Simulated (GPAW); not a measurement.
# Quasiparticle gap of ZnCu2SnS4 (I-4) in GPAW

Aim: the G0W0 gap of ZnCu2SnS4 (I-4) on PBE, step by step.

Main program and level: GPAW 26.7.0; PBE and many-body steps on it, plane waves.

**What was measured.**

- Gap 1.5 eV: direct optical gap from Tauc plot; UV-Vis diffuse reflectance, Kubelka-Munk and Tauc analysis; film (“Impact of excess and disordered Sn sites on Cu2ZnSnS4 absorber material and device performance: A 119Sn Mossbauer Study”, 2018, arxiv:1808.01870).

This is a report of a sequence of runs, with most program output left out.

## 1. The starting structure

Symmetry: I-4, No. 82, tetragonal system. The conventional cell has a = 5.434 Å, b = 5.434 Å, c = 10.850 Å, α = 90.00°, β = 90.00°, γ = 90.00°. Nearest to Zn lie 4 S at 2.33 Å. Cu has 4 S at 2.33 Å nearest. Nearest to Cu lie 4 S at 2.33 Å. Sn has 4 S at 2.41 Å nearest. Nearest to S lie 1 Zn at 2.33 Å and 2 Cu at 2.33 Å and 1 Sn at 2.41 Å. Farther neighbours and most contacts between anions are not listed.

The cell and positions come from the Crystallography Open Database and are kept as given unless a step says otherwise.

## 2. Ground state

This step: GPAW 26.7.0; DFT, PBE, plane waves, PAW.

The ground-state density comes first.

Contents of run.py:

```python
import json
import numpy as np
from gpaw.mpi import world
from ase import Atoms
from gpaw import GPAW, PW, FermiDirac

atoms = Atoms(['Zn', 'Cu', 'Cu', 'Sn', 'S', 'S', 'S', 'S'],
    cell=[[-2.7171000000, 2.7171000000, 5.4248000000],
      [2.7171000000, -2.7171000000, 5.4248000000],
      [2.7171000000, 2.7171000000, -5.4248000000]],
    scaled_positions=[[0.2500000000, 0.7500000000, 0.5000000000],
      [0.0000000000, 0.0000000000, 0.0000000000],
      [0.7500000000, 0.2500000000, 0.5000000000],
      [0.5000000000, 0.5000000000, 0.0000000000],
      [0.3716100000, 0.8844100000, 0.9996000000],
      [0.1155900000, 0.1151900000, 0.4872000000],
      [0.8848100000, 0.3720100000, 0.0004000000],
      [0.6279900000, 0.6283900000, 0.5128000000]],
    pbc=(True, True, True))
calc = GPAW(mode=PW(600),
    xc='PBE',
    kpts={'size': (6, 6, 6), 'gamma': True},
    occupations=FermiDirac(0.001),
    nbands=-10,
    convergence={'density': 1e-6, 'bands': -3},
    maxiter=100,
    txt='gs.txt')
atoms.calc = calc
res = {'energy': atoms.get_potential_energy()}
kpts = calc.get_ibz_k_points()
res['kpts'] = kpts
res['eigenvalues'] = [calc.get_eigenvalues(kpt=k) for k in range(len(kpts))]
res['n_electrons'] = calc.get_number_of_electrons()
calc.write('gs.gpw')

if world.rank == 0:
    with open('result.json', 'w') as f:
        json.dump(res, f, default=lambda x: x.tolist())
```

Command:

```sh
$ mpirun -n 8 gpaw python run.py
```

Wall time 2.1 min (8 MPI ranks of Arm Neoverse V1, shared host); peak memory 1.9 GiB; 15 min of CPU time.

Numbers from this step:

```yaml
total_energy: -32.64 eV
gap: 0.2973 eV
k_of_the_valence_top: 0, 0, 0
k_of_the_conduction_bottom: 0, 0, 0
least_direct_gap: 0.2973 eV
```

The gap is direct, at Γ.

## 3. Bands along the symmetry lines

Levels along a band path, at the cheap level, show where the edges lie and whether the meshes to come will hold them.

Contents of run.py:

```python
import json
import numpy as np
from gpaw.mpi import world
from gpaw import GPAW

path = [[0.000000, 0.000000, 0.000000],
    [0.000000, 0.000000, 0.062500],
    [0.000000, 0.000000, 0.125000],
    [0.000000, 0.000000, 0.187500],
    [0.000000, 0.000000, 0.250000],
    [0.000000, 0.000000, 0.312500],
    [0.000000, 0.000000, 0.375000],
    [0.000000, 0.000000, 0.437500],
    [0.000000, 0.000000, 0.500000],
    [0.031250, 0.031250, 0.468750],
    [0.062500, 0.062500, 0.437500],
    [0.093750, 0.093750, 0.406250],
    [0.125000, 0.125000, 0.375000],
    [0.156250, 0.156250, 0.343750],
    [0.187500, 0.187500, 0.312500],
    [0.218750, 0.218750, 0.281250],
    [0.250000, 0.250000, 0.250000],
    [0.218750, 0.281250, 0.218750],
    [0.187500, 0.312500, 0.187500],
    [0.156250, 0.343750, 0.156250],
    [0.125000, 0.375000, 0.125000],
    [0.093750, 0.406250, 0.093750],
    [0.062500, 0.437500, 0.062500],
    [0.031250, 0.468750, 0.031250],
    [0.000000, 0.500000, 0.000000],
    [0.000000, 0.437500, 0.000000],
    [0.000000, 0.375000, 0.000000],
    [0.000000, 0.312500, 0.000000],
    [0.000000, 0.250000, 0.000000],
    [0.000000, 0.187500, 0.000000],
    [0.000000, 0.125000, 0.000000],
    [0.000000, 0.062500, 0.000000],
    [0.000000, 0.000000, 0.000000],
    [0.062500, 0.062500, -0.062500],
    [0.125000, 0.125000, -0.125000],
    [0.187500, 0.187500, -0.187500],
    [0.250000, 0.250000, -0.250000],
    [0.312500, 0.312500, -0.312500],
    [0.375000, 0.375000, -0.375000],
    [0.437500, 0.437500, -0.437500],
    [0.500000, 0.500000, -0.500000],
    [0.476590, 0.523410, -0.476590],
    [0.453179, 0.546821, -0.453179],
    [0.429769, 0.570231, -0.429769],
    [0.406358, 0.593642, -0.406358],
    [0.382948, 0.617052, -0.382948],
    [0.359538, 0.640462, -0.359538],
    [0.336127, 0.663873, -0.336127],
    [0.312717, 0.687283, -0.312717],
    [-0.312717, 0.312717, 0.312717],
    [-0.273627, 0.273627, 0.273627],
    [-0.234538, 0.234538, 0.234538],
    [-0.195448, 0.195448, 0.195448],
    [-0.156358, 0.156358, 0.156358],
    [-0.117269, 0.117269, 0.117269],
    [-0.078179, 0.078179, 0.078179],
    [-0.039090, 0.039090, 0.039090],
    [0.000000, 0.000000, 0.000000],
    [0.000000, 0.000000, 0.500000],
    [-0.015679, 0.015679, 0.500000],
    [-0.031358, 0.031358, 0.500000],
    [-0.047038, 0.047038, 0.500000],
    [-0.062717, 0.062717, 0.500000],
    [-0.078396, 0.078396, 0.500000],
    [-0.094075, 0.094075, 0.500000],
    [-0.109754, 0.109754, 0.500000],
    [-0.125434, 0.125434, 0.500000],
    [0.500000, 0.500000, -0.125434],
    [0.500000, 0.500000, -0.172254],
    [0.500000, 0.500000, -0.219075],
    [0.500000, 0.500000, -0.265896],
    [0.500000, 0.500000, -0.312717],
    [0.500000, 0.500000, -0.359538],
    [0.500000, 0.500000, -0.406358],
    [0.500000, 0.500000, -0.453179],
    [0.500000, 0.500000, -0.500000]]
calc = GPAW('gs.gpw').fixed_density(kpts=path,
    symmetry='off',
    nbands=46,
    convergence={'bands': 42},
    txt='bands.txt')
res = {}
kpts = calc.get_ibz_k_points()
res['kpts'] = kpts
res['eigenvalues'] = [calc.get_eigenvalues(kpt=k) for k in range(len(kpts))]
res['n_electrons'] = calc.get_number_of_electrons()

if world.rank == 0:
    with open('result.json', 'w') as f:
        json.dump(res, f, default=lambda x: x.tolist())
```

Command:

```sh
$ mpirun -n 8 gpaw python run.py
```

Wall time 3.4 min (8 MPI ranks); peak memory 2.8 GiB; 25 min of CPU time.

This step gave:

```
gap                        : 0.2973 eV
k of the valence top       : 0, 0, 0
k of the conduction bottom : 0, 0, 0
least direct gap           : 0.2973 eV
```

The gap is 0.297 eV, as in the run before at this level.

Electronic bands along the path, in eV, zero at the top of the highest filled band:

| point | band 33 | band 34 | band 35 | band 36 | band 37 | band 38 | band 39 | band 40 |
| --- | --- | --- | --- | --- | --- | --- | --- | --- |
| Γ | -1.36 | -0.08 | -0.08 | 0.00 | 0.30 | 2.03 | 2.91 | 3.79 |
| halfway | -1.16 | -1.00 | -0.53 | -0.21 | 1.34 | 2.96 | 3.30 | 3.59 |
| X | -0.76 | -0.65 | -0.47 | -0.40 | 0.84 | 2.32 | 3.17 | 4.16 |
| halfway | -0.75 | -0.69 | -0.50 | -0.48 | 0.96 | 2.54 | 3.12 | 3.88 |
| P | -0.74 | -0.73 | -0.56 | -0.52 | 1.08 | 2.87 | 3.06 | 3.48 |
| halfway | -0.98 | -0.92 | -0.66 | -0.61 | 1.38 | 2.95 | 3.36 | 3.80 |
| N | -1.10 | -1.04 | -0.98 | -0.47 | 1.76 | 3.18 | 3.30 | 4.25 |
| halfway | -1.25 | -0.83 | -0.50 | -0.21 | 1.33 | 2.89 | 3.04 | 3.44 |
| Γ | -1.36 | -0.08 | -0.08 | 0.00 | 0.30 | 2.03 | 2.91 | 3.79 |
| halfway | -1.35 | -0.67 | -0.42 | -0.42 | 1.27 | 2.22 | 2.82 | 2.82 |
| M | -1.10 | -1.01 | -0.81 | -0.81 | 1.51 | 2.07 | 2.07 | 2.46 |
| halfway | -1.12 | -0.95 | -0.82 | -0.70 | 1.58 | 2.18 | 2.48 | 2.97 |
| S | -1.24 | -1.03 | -0.65 | -0.52 | 1.69 | 2.50 | 3.15 | 3.90 |
| jump to S0 | -1.24 | -1.03 | -0.65 | -0.52 | 1.69 | 2.50 | 3.15 | 3.90 |
| halfway | -1.20 | -0.85 | -0.56 | -0.37 | 1.53 | 3.19 | 3.26 | 3.44 |
| Γ | -1.36 | -0.08 | -0.08 | 0.00 | 0.30 | 2.03 | 2.91 | 3.79 |
| jump to X | -0.76 | -0.65 | -0.47 | -0.40 | 0.84 | 2.32 | 3.17 | 4.16 |
| halfway | -0.77 | -0.66 | -0.52 | -0.46 | 0.90 | 2.38 | 3.30 | 4.13 |
| R | -0.79 | -0.70 | -0.63 | -0.57 | 1.06 | 2.53 | 3.58 | 3.91 |
| jump to G | -0.79 | -0.70 | -0.63 | -0.57 | 1.06 | 2.53 | 3.58 | 3.91 |
| halfway | -0.90 | -0.88 | -0.81 | -0.78 | 1.53 | 2.52 | 2.66 | 3.24 |
| M | -1.10 | -1.01 | -0.81 | -0.81 | 1.51 | 2.07 | 2.07 | 2.46 |

## 4. Empty states on the mesh, 4×4×4 mesh, 746 bands

The sums over transitions need many empty states on a uniform mesh; this step solves for them.

Contents of run.py:

```python
import json
import numpy as np
from gpaw.mpi import world
from gpaw import GPAW

calc = GPAW('gs.gpw').fixed_density(kpts={'size': (4, 4, 4), 'gamma': True},
    parallel={'domain': 1, 'band': 1},
    txt='nscf.txt')
calc.diagonalize_full_hamiltonian(nbands=746)
calc.write('full.gpw', mode='all')
res = {}
kpts = calc.get_ibz_k_points()
res['kpts'] = kpts
res['eigenvalues'] = [calc.get_eigenvalues(kpt=k) for k in range(len(kpts))]
res['n_electrons'] = calc.get_number_of_electrons()

if world.rank == 0:
    with open('result.json', 'w') as f:
        json.dump(res, f, default=lambda x: x.tolist())
```

Command:

```sh
$ mpirun -n 8 gpaw python run.py
```

It took 9.4 min on 8 MPI ranks; peak memory 19 GiB.

Numbers from this step:

```yaml
gap: 0.2973 eV
k_of_the_valence_top: 0, 0, 0
k_of_the_conduction_bottom: 0, 0, 0
least_direct_gap: 0.2973 eV
k_points_computed: 14
lowest_point_of_the_top_converged_band_above_the_valence_top: 144.6577 eV
```

On this mesh the gap is 0.297 eV.

## 5. Screening and self-energy, 4×4×4 mesh, 120 bands, screening to 48 eV

G0W0 replaces the xc potential by the self-energy, built once from these orbitals. Only a window of levels is corrected, while the sums run over the empty bands that the input names.

This step: G0W0 on PBE, plane waves, PAW.

Contents of run.py:

```python
import json
import numpy as np
from gpaw.mpi import world
from gpaw.response.g0w0 import G0W0

gw = G0W0('full.gpw',
    filename='gw',
    kpts=[0],
    bands=(34, 38),
    ecut=48,
    nbands=120,
    integrate_gamma='WS',
    ppa=True)
gw.calculate()
res = {mode: {k: v for k, v in r.items() if k != 'sigma_eskwn'}
       for mode, r in gw.all_results.items()}

if world.rank == 0:
    with open('result.json', 'w') as f:
        json.dump(res, f, default=lambda x: x.tolist())
```

Command:

```sh
$ mpirun -n 8 gpaw python run.py
```

Elapsed: 7 min, on 8 MPI ranks; peak memory 7.1 GiB.

Numbers from this step:

```
G0W0 gap on the points computed              : 1.476 eV
least direct G0W0 gap on the computed points : 1.476 eV
Z at the valence top                         : 0.7394
Z at the conduction bottom                   : 0.7948
starting gap on the mesh                     : 0.2973 eV
k of the valence top                         : 0, 0, 0
k of the conduction bottom                   : 0, 0, 0
```

The gap on the mesh goes from 0.30 eV to 1.48 eV, a correction of +1.18 eV.

Limits: finite bands, cutoff and mesh; d shell near the gap, gap tends to lie low; no spin-orbit coupling. v1 is the top filled band, c1 the lowest empty one. The levels before and after the correction (eV, zero at the valence-band top of each column):

|  | conduction bottom | valence top |
| --- | --- | --- |
| Kohn-Sham | 0.30 | 0.00 |
| G0W0 | 1.48 | 0.00 |

|  | level | energy (eV) |
| --- | --- | --- |
| Kohn-Sham | Γ v2 | -0.081 |
| Kohn-Sham | Γ v1 | 0.000 |
| Kohn-Sham | Γ c1 | 0.297 |
| Kohn-Sham | Γ c2 | 2.032 |
| G0W0 | Γ v2 | -0.058 |
| G0W0 | Γ v1 | 0.000 |
| G0W0 | Γ c1 | 1.476 |
| G0W0 | Γ c2 | 2.808 |

## 6. Where the time went

Times are wall times on 8 MPI ranks of Arm Neoverse V1, shared host, good to a factor of about two.

| step | time | share | memory (GiB) |
| --- | --- | --- | --- |
| ground state | 2.1 min | 9 % | 1.9 |
| bands along the symmetry lines | 3.4 min | 16 % | 2.8 |
| empty states on the mesh | 9.4 min | 43 % | 19 |
| screening and self-energy | 7 min | 32 % | 7.1 |

## 7. Summary of results

| Quantity | Value |
| --- | --- |
| PBE gap | 0.30 eV, direct |
| G0W0 gap on the mesh | 1.48 eV |
| GW settings | 4×4×4 mesh, 120 bands, screening to 48 eV, Godby-Needs plasmon pole |
| known limits | not at the basis limit; d shell near the gap, gap tends to lie low; no spin-orbit coupling |

What this shows: G0W0 moves the gap on the mesh from 0.30 eV to 1.48 eV (+1.18 eV), with Z of 0.74 and 0.79 at the edges. Only 1 of the mesh's irreducible points was corrected, so a valley elsewhere could overtake. Against experiment, by G0W0@PBE: the direct gap of 1.48 eV lies −0.02 eV from the measured 1.5 eV (direct, 2018). An exciton line or allowed optical edge lies below the quasiparticle gap by the binding energy; a forbidden edge can push the onset above it. The calculation has static nuclei and no excitons; a measured gap holds zero-point and thermal motion, which mostly lowers it. Bands and cutoff are finite, so the gap is not at the basis limit. The miss can reach some tenths of an eV and take either sign; the mesh is an error of its own. These stock PAW sets were not made for GW. In the G0W0 run levels were corrected at 1 k point alone, so a gap called «on the mesh» is the least over those, and an edge elsewhere would be missed. A d shell, filled or nearly so, lies near the gap. One-shot GW converges very slowly in bands there, not always from below, and on a semilocal start the gap tends to come out low; starts rich in exact exchange can overshoot instead. The many-body steps are scalar-relativistic: spin-orbit coupling is not in them.

[Paths, hosts, dates, memory and timing lines, banners, echoed tables and standing remarks are left out of the program output.]

[Logs are printed without paths, hosts, clocks, repeated set-up lines and the standing remarks that a program may print on its own settings, such as how far it seeks lower states.]

[Runs of the session that timed out or met a known fault of the program may be left out.]

[Hosts, paths, dates, database ids (printed as entryN), source tags and the programs' standing remarks are cut or masked in the printed files.]
